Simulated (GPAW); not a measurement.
## Se K-edge XANES of SnSe (Fm-3m)

What does one-electron theory with a core hole give for the Se K edge of SnSe (Fm-3m)?

Method: X-ray absorption from dipole matrix elements to empty bands, plane-wave PAW LDA, in GPAW 26.7.0.

**1. Set-up**

The structure is cubic, space group Fm-3m (No. 225). The conventional cell has a = 6.020 Å, b = 6.020 Å, c = 6.020 Å, α = 90.00°, β = 90.00°, γ = 90.00°. Nearest to Sn lie 6 Se at 3.01 Å. Nearest to Se lie 6 Sn at 3.01 Å. Farther neighbours and most contacts between anions are not listed.

Structure file:

```cif
data_structure
_symmetry_space_group_name_H-M 'Fm-3m'
_symmetry_Int_Tables_number 225
_cell_length_a 6.0200
_cell_length_b 6.0200
_cell_length_c 6.0200
_cell_angle_alpha 90.000
_cell_angle_beta 90.000
_cell_angle_gamma 90.000
_cell_volume 218.17
loop_
_atom_site_label
_atom_site_type_symbol
_atom_site_symmetry_multiplicity
_atom_site_Wyckoff_symbol
_atom_site_fract_x
_atom_site_fract_y
_atom_site_fract_z
_atom_site_occupancy
Sn1 Sn 4 a 0.00000 0.00000 0.00000 1
Se1 Se 4 b 0.50000 0.00000 0.00000 1
```

**2. The field without a hole**

A plain self-consistent run shows whether there is a gap, which decides the set-up of the core-hole run.

The input, scf.py:

```python
import numpy as np
from ase import Atoms
from ase.parallel import parprint, paropen
from gpaw import GPAW, PW, FermiDirac, Mixer, MixerDif, setup_paths
from gpaw.test import gen
setup_paths.insert(0, '.')
gen('Se', name='nch1s', xcname='LDA', corehole=(1, 0, 0), write_xml=True)
from gpaw.mpi import world
world.barrier()

atoms = Atoms('SnSe',
    cell=[[0, 3.01, 3.01],
     [3.01, 0, 3.01],
     [3.01, 3.01, 0]],
    scaled_positions=[[0, 0, 0],
     [0.5, 0.5, 0.5]],
    pbc=True)
atoms.calc = calc = GPAW(legacy_gpaw=True, mode=PW(430), xc='LDA', setups={1: 'nch1s'},
    kpts={'size': (7, 7, 7), 'gamma': True}, occupations=FermiDirac(0.05),
    charge=0, mixer=Mixer(0.1, 5, 50), maxiter=150,
    convergence={'density': 0.0001}, txt='scf.txt')
energy = atoms.get_potential_energy() + calc.get_reference_energy()
ef = calc.get_fermi_level()
out = dict(energy=energy, fermi=ef, forces=atoms.get_forces().tolist())
parprint(f'all-electron energy {energy:.4f} eV, Fermi level {ef:.4f} eV')
ev = np.array([[calc.get_eigenvalues(k, s) for k in range(len(calc.get_ibz_k_points()))] for s in range(calc.get_number_of_spins())])
out['homo'], out['lumo'], out['counts'] = ev[ev < ef].max(), ev[ev > ef].min(), sorted(set((ev < ef).sum((0, 2)).tolist()))
out['filled'] = (ev[:, 0] < ef).sum(1).tolist()
import json
with paropen('out.json', 'w') as f:
    json.dump(out, f)
```

Started as:

```
$ OMP_NUM_THREADS=1 mpirun -n 4 gpaw python scf.py
```

Numbers of over 12 decimals in the logs are rounded to 6 here.

What it wrote:

```text
Input parameters:
  convergence: {density: 0.0001}
  kpts: {gamma: True,
         size: (7, 7, 7)}
  maxiter: 150
  mixer: {backend: pulay,
          beta: 0.1,
          method: separate,
          nmaxold: 5,
          weight: 50}
  mode: {ecut: 430.0,
         name: pw}
  occupations: {fixmagmom: False,
                name: fermi-dirac,
                width: 0.05}
  setups: {1: nch1s}

Initialize ...

[... PAW data sets ...]

Reference energy: -233882.760446  # eV

Spin-paired calculation

[... convergence settings ...]
Symmetries present (total): 48
  [... symmetry matrices ...]

343 k-points: 7 x 7 x 7 Monkhorst-Pack grid
20 k-points in the irreducible part of the Brillouin zone
       k-points in crystal coordinates                weights
   0:     0.00000000    0.00000000    0.00000000          1/343
   1:     0.14285714    0.14285714    0.00000000          6/343
   2:     0.14285714    0.14285714    0.14285714          8/343
   3:     0.28571429    0.14285714    0.14285714         12/343
   4:     0.28571429    0.28571429    0.00000000          6/343
   5:     0.28571429    0.28571429    0.14285714         24/343
   6:     0.28571429    0.28571429    0.28571429          8/343
   7:     0.42857143   -0.28571429   -0.28571429         12/343
   8:     0.42857143    0.28571429   -0.42857143         48/343
   9:     0.42857143    0.28571429   -0.28571429         24/343
          ...
  19:     0.42857143    0.42857143    0.42857143          8/343

Wave functions: Plane wave expansion
  Cutoff energy: 430.000 eV
  Number of coefficients (min, max): 1067, 1117
  Pulay-stress correction: 0.000000 eV/Ang^3 (de/decut=0.000000)
  Using FFTW library
  Wavefunction extrapolation:
    Improved wavefunction reuse through dual PAW basis

Occupation numbers: Fermi-Dirac:
  width: 0.0500  # eV

Eigensolver
   Davidson(niter=2)

Densities:
  Coarse grid: 21*21*21 grid
  Fine grid: 42*42*42 grid
  Total Charge: 0.000000

Density mixing:
  Method: separate
  Backend: pulay
  Linear mixing parameter: 0.1
  old densities: 5
  Width of damping distribution: 1.1
  Damping of long wavelength oscillations: 50

[... Hamiltonian set-up ...]
Number of atoms: 2
Number of atomic orbitals: 13
Number of bands in calculation: 13
Number of valence electrons: 20
Bands to converge: occupied

... initialized

Initializing position-dependent things.

Density initialized from atomic densities
Creating initial wave functions:
  13 bands from LCAO basis set

                Se

       Sn

Atomic positions and initial magnetic moments

Positions:
   0 Sn     0.000000    0.000000    0.000000    ( 0.0000,  0.0000,  0.0000)
   1 Se     3.010000    3.010000    3.010000    ( 0.0000,  0.0000,  0.0000)

Unit cell:
           periodic     x           y           z      points  spacing
  1. axis:    yes    0.000000    3.010000    3.010000    21     0.1655
  2. axis:    yes    3.010000    0.000000    3.010000    21     0.1655
  3. axis:    yes    3.010000    3.010000    0.000000    21     0.1655

  Lengths:   4.256783   4.256783   4.256783
  Angles:   60.000000  60.000000  60.000000

Effective grid spacing dv^(1/3) = 0.1806

iter:   1    -9.784959
iter:   2    -9.719862   -1.51  -1.32
iter:   3    -9.636453   -2.13  -1.43
iter:   4    -9.634990   -2.64  -1.75
iter:   5    -9.630654c  -3.75  -2.04
iter:   6    -9.630710c  -4.87  -2.93
iter:   7    -9.630665c  -5.29  -3.12
iter:   8    -9.630665c  -5.68  -3.64
iter:   9    -9.630663c  -6.50  -4.05c
iter:  10    -9.630663c  -7.02  -4.10c
iter:  11    -9.630663c  -7.53c -4.11c

Converged after 11 iterations.

Dipole moment: (0.000000, 0.000000, 0.000000) |e|*Ang

Energy contributions relative to reference atoms: (reference = -233882.760446)

Kinetic:         +9.570335
Potential:      -10.389738
External:        +0.000000
XC:              -8.810377
Entropy (-ST):   -0.000082
Local:           -0.000843
SIC:             +0.000000
--------------------------
Free energy:     -9.630704
Extrapolated:    -9.630663

Showing only first 2 kpts
 Kpt  Band  Eigenvalues  Occupancy
  0     8      3.56608    2.00000
  0     9      3.56608    2.00000
  0    10      9.94278    0.00000
  0    11      9.94278    0.00000

  1     8      3.24029    2.00000
  1     9      4.71521    2.00000
  1    10      7.59834    0.00000
  1    11      9.85554    0.00000

Fermi level: 5.95632

Gap: 0.730 eV
Transition (v -> c):
  (s=0, k=12, n=9, [0.43, 0.29, 0.29]) -> (s=0, k=12, n=10, [0.43, 0.29, 0.29])
No difference between direct/indirect transitions

Forces in eV/Ang:
  0 Sn   -0.00000    0.00000   -0.00000
  1 Se   -0.00000   -0.00000   -0.00000
Scalar-relativistic atomic LDA calculation for Se (Selenium, Z=34)
Core hole in 1s state (1s occupation: 2.0)
600 radial gridpoints.
|------------------------------------------------|
|------------------------------------------------|
[... the atom generator's iteration count ...]

Energy contributions:
-------------------------
Kinetic:    +2473.673807
XC:           -84.568572
Potential:  -4815.191637
-------------------------
Total:      -2426.086403

state      eigenvalue         ekin         rmax
-----------------------------------------------
1s^2.0 :  -458.454063   585.610500        0.029
2s^2.0 :   -58.944272   113.958427        0.165
2p^6.0 :   -51.926385   111.024402        0.132
3s^2.0 :    -7.811225    26.858720        0.503
3p^6.0 :    -5.612216    24.321149        0.500
3d^10.0:    -1.962010    19.216000        0.451
4s^2.0 :    -0.642093     3.714776        1.502
4p^4.0 :    -0.244602     2.288913        1.798
-----------------------------------------------
(units: Bohr and Hartree)

Generating PAW setup
Kinetic energy of the core from tauc = 2487.595922
Cutoffs:
rc(s)=1.600
rc(p)=1.900
rc(d)=1.600
rc(vbar)=1.440
rc(comp)=1.600
rc(nct)=1.900

Kinetic energy of the core states: 2457.088603
Charge: 0.0
Core electrons: 28.0
Valence electrons: 6.0
Pseudo-core charge: 1.089569
Shape function alpha=3.906
Pseudo-electron charge 7.390631
state    eigenvalue         norm
--------------------------------
4s(2) :    -0.642093     1.095786
*s    :     0.357907
4p(4) :    -0.244602     1.027373
*p    :     0.755398
*d    :     0.000000
--------------------------------

Diagonalizing with gridspacing h=0.050

state   all-electron     PAW
-------------------------------
4s:      -0.642093    -0.642657
4p:      -0.244602    -0.244988
*d:                    0.040490
*f:                    0.073581
-------------------------------
all-electron energy -233892.3911 eV, Fermi level 5.9563 eV
```

Run time: 3.7 s. Hardware: 4 MPI ranks of Arm Neoverse V2, shared host; peak memory 0.16 GiB; 14 s of CPU time.

The mesh shows a gap of 0.73 eV, so the hole is first treated in a charged cell, without the excited electron.

**3. Spectrum without a core hole, **

This cheap baseline ignores the attraction of the hole: it shows the absorber's empty states as they are in the ground state. The data set with a hole of occupation 0 only carries the core orbital.

The input, xas.py:

```python
import numpy as np
from ase import Atoms
from ase.parallel import parprint, paropen
from gpaw import GPAW, PW, FermiDirac, Mixer, MixerDif, setup_paths
from gpaw.test import gen
setup_paths.insert(0, '.')
gen('Se', name='nch1s', xcname='LDA', corehole=(1, 0, 0), write_xml=True)
from gpaw.mpi import world
world.barrier()

atoms = Atoms('SnSe',
    cell=[[0, 3.01, 3.01],
     [3.01, 0, 3.01],
     [3.01, 3.01, 0]],
    scaled_positions=[[0, 0, 0],
     [0.5, 0.5, 0.5]],
    pbc=True)
atoms.calc = calc = GPAW(legacy_gpaw=True, mode=PW(430), xc='LDA', setups={1: 'nch1s'},
    kpts={'size': (7, 7, 7), 'gamma': True}, occupations=FermiDirac(0.02),
    charge=0, mixer=Mixer(0.1, 5, 50), maxiter=150,
    convergence={'density': 0.0001}, txt='scf.txt')
energy = atoms.get_potential_energy() + calc.get_reference_energy()
ef = calc.get_fermi_level()
out = dict(energy=energy, fermi=ef, forces=atoms.get_forces().tolist())
parprint(f'all-electron energy {energy:.4f} eV, Fermi level {ef:.4f} eV')
ev = np.array([[calc.get_eigenvalues(k, s) for k in range(len(calc.get_ibz_k_points()))] for s in range(calc.get_number_of_spins())])
out['homo'], out['lumo'], out['counts'] = ev[ev < ef].max(), ev[ev > ef].min(), sorted(set((ev < ef).sum((0, 2)).tolist()))
out['filled'] = (ev[:, 0] < ef).sum(1).tolist()

from ase.units import Ha
from gpaw.xas import dipole_matrix_elements
nb = int(calc.get_number_of_electrons() / 2) + 36
top = nb
nscf = calc.fixed_density(kpts={'size': (5, 5, 5), 'gamma': True},
    convergence={'eigenstates': 1.0}, txt='nscf.txt')
nscf.diagonalize_full_hamiltonian(nbands=nb)
cell = atoms.cell.array
ops = [cell.T @ U.T @ np.linalg.inv(cell.T) for U in nscf.wfs.kd.symmetry.op_scc]
filled = [10]  # bands filled in the ground state, by spin
E = np.arange(-25, 34, 0.1)
fwhm = np.interp(E, [4, 25], [2.33, 3.5])
Y, X, zero, highest = 0, 0, 1e9, 1e9
for spin in range(nscf.get_number_of_spins()):
    wfs = nscf.wfs
    A = dipole_matrix_elements(wfs.setups[1])
    eps = np.zeros((wfs.kd.nibzkpts, nb))
    d = np.zeros((3, A.shape[1], wfs.kd.nibzkpts, nb), complex)
    for kpt in wfs.kpt_u:
        if kpt.s == spin and 1 in kpt.P_ani:
            eps[kpt.k] = kpt.eps_n * Ha
            d[:, :, kpt.k] = (kpt.weight * wfs.nspins / 2) ** 0.5 * np.inner(A, kpt.P_ani[1])
    world.sum(eps)
    world.sum(d)
    T = np.einsum('amkn,bmkn->abkn', d, d.conj()).real
    T = sum(np.einsum('ai,ijkn,bj->abkn', R, T, R) for R in ops) / len(ops)
    empty = np.ones_like(eps, bool) & (np.arange(nb) >= filled[spin])
    zero, highest = min(zero, eps[empty].min()), min(highest, eps[:, top - 1].min())
    lines = [(eps, T, empty)] if spin == 0 else lines + [(eps, T, empty)]
for eps, T, empty in lines:
    f = np.einsum('aakn->akn', T).reshape(3, -1)
    x = eps.ravel() - zero
    w = np.interp(x, E, fwhm) / 2.35482
    g = np.exp(-0.5 * ((E[:, None] - x) / w) ** 2) / (w * (2 * np.pi) ** 0.5)
    Y = Y + (f * empty.ravel()) @ g.T
    X = X + (f * ~empty.ravel()) @ g.T
out.update(E=E.round(2).tolist(), xas=Y.tolist(), xes=X.tolist(), zero=zero, valid=highest - zero, nk=len(eps), nb=nb)
for i in range(0, len(E), 10):
    parprint(f'{E[i]:7.2f}', *(f'{v:10.3e}' for v in Y[:, i]))
import json
with paropen('out.json', 'w') as f:
    json.dump(out, f)
```

Started as:

```
$ OMP_NUM_THREADS=1 mpirun -n 4 gpaw python xas.py
```

What it wrote:

```text
Input parameters:
  convergence: {density: 0.0001}
  kpts: {gamma: True,
         size: (7, 7, 7)}
  maxiter: 150
  mixer: {backend: pulay,
          beta: 0.1,
          method: separate,
          nmaxold: 5,
          weight: 50}
  mode: {ecut: 430.0,
         name: pw}
  occupations: {fixmagmom: False,
                name: fermi-dirac,
                width: 0.02}
  setups: {1: nch1s}

Initialize ...

[...]
Entropy (-ST):   -0.000000
Local:           -0.005036
SIC:             +0.000000
--------------------------
Free energy:     -9.654746
Extrapolated:    -9.654746

Showing only first 2 kpts
 Kpt  Band  Eigenvalues  Occupancy
[...]
1    10      7.18160    0.00000
  1    11      9.94805    0.00000

Fermi level: 5.95614

Gap: 0.873 eV
Transition (v -> c):
  (s=0, k=4, n=9, [0.40, 0.20, 0.20]) -> (s=0, k=4, n=10, [0.40, 0.20, 0.20])
No difference between direct/indirect transitions
[key lines of the parts left out:]
Converged after 4 iterations.
Dipole moment: (0.000000, 0.000000, 0.000000) |e|*Ang
```

Run time: 14 s. Hardware: 4 MPI ranks; peak memory 0.15 GiB.

The run ended with an error.

The program stopped, so this step gives no result.

**4. Supercell without a hole, the energy reference**

The photon energy needs a difference of total energies, so the cell and mesh of the coming hole run are first run without a hole.

Edit scf.py of step 2 so:

```diff
@@ -10,11 +10,21 @@
 
-atoms = Atoms('SnSe',
-    cell=[[0, 3.01, 3.01],
-     [3.01, 0, 3.01],
-     [3.01, 3.01, 0]],
+atoms = Atoms('Sn6Se6',
+    cell=[[3.01, 6.02, 3.01],
+     [6.02, -3.01, -3.01],
+     [-3.01, 6.02, -3.01]],
     scaled_positions=[[0, 0, 0],
-     [0.5, 0.5, 0.5]],
+     [0.5, 0.33333333, 0.16666667],
+     [0, 0.66666667, 0.33333333],
+     [0, 0.33333333, 0.66666667],
+     [0.5, 0.66666667, 0.83333333],
+     [0.5, 0, 0.5],
+     [0.75, 0, 0.75],
+     [0.25, 0.33333333, 0.91666667],
+     [0.75, 0.66666667, 0.08333333],
+     [0.75, 0.33333333, 0.41666667],
+     [0.25, 0.66666667, 0.58333333],
+     [0.25, 0, 0.25]],
     pbc=True)
-atoms.calc = calc = GPAW(legacy_gpaw=True, mode=PW(430), xc='LDA', setups={1: 'nch1s'},
-    kpts={'size': (7, 7, 7), 'gamma': True}, occupations=FermiDirac(0.05),
+atoms.calc = calc = GPAW(legacy_gpaw=True, mode=PW(430), xc='LDA', setups={6: 'nch1s'},
+    kpts={'size': (2, 3, 3), 'gamma': True}, occupations=FermiDirac(0.02),
     charge=0, mixer=Mixer(0.1, 5, 50), maxiter=150,
```

Started as:

```
$ OMP_NUM_THREADS=1 mpirun -n 4 gpaw python scf.py
```

What it wrote:

```text
Input parameters:
  convergence: {density: 0.0001}
  kpts: {gamma: True,
         size: (2, 3, 3)}
  maxiter: 150
  mixer: {backend: pulay,
          beta: 0.1,
          method: separate,
          nmaxold: 5,
          weight: 50}
  mode: {ecut: 430.0,
         name: pw}
  occupations: {fixmagmom: False,
                name: fermi-dirac,
                width: 0.02}
  setups: {6: nch1s}

Initialize ...

[...]
4s(2) :    -0.642093     1.095786
*s    :     0.357907
4p(4) :    -0.244602     1.027373
*p    :     0.755398
*d    :     0.000000
--------------------------------

Diagonalizing with gridspacing h=0.050

state   all-electron     PAW
-------------------------------
4s:      -0.642093    -0.642657
4p:      -0.244602    -0.244988
*d:                    0.040490
*f:                    0.073581
-------------------------------
all-electron energy -1403354.3567 eV, Fermi level 5.8799 eV
[key lines of the parts left out:]
Converged after 12 iterations.
Dipole moment: (-0.000000, -0.000000, -0.000000) |e|*Ang
Free energy:    -57.793987
Fermi level: 5.87993
```

It took 22 s on 4 MPI ranks; peak memory 0.3 GiB.

Reference energy: -1403354.357 eV with the cores included.

[end of part 1 of 2]

[Banner, clock and machine lines of the logs are left out without a mark of their own.]

[Logs are printed without paths, hosts, clocks, repeated set-up lines and the standing remarks that a program may print on its own settings, such as how far it seeks lower states.]

[Hosts, paths, dates, database ids (printed as entryN), source tags and the programs' standing remarks are cut or masked in the printed files.]

[Lists of maxima count a maximum above −3 eV only where it reaches 4 % of the highest in the window and stands out from its surroundings by 2 % of it (1.5 % where it reaches 55 %); shoulders and weaker maxima are passed over, and of the rest the first, up to two pre-edge ones and the few strongest are named.]
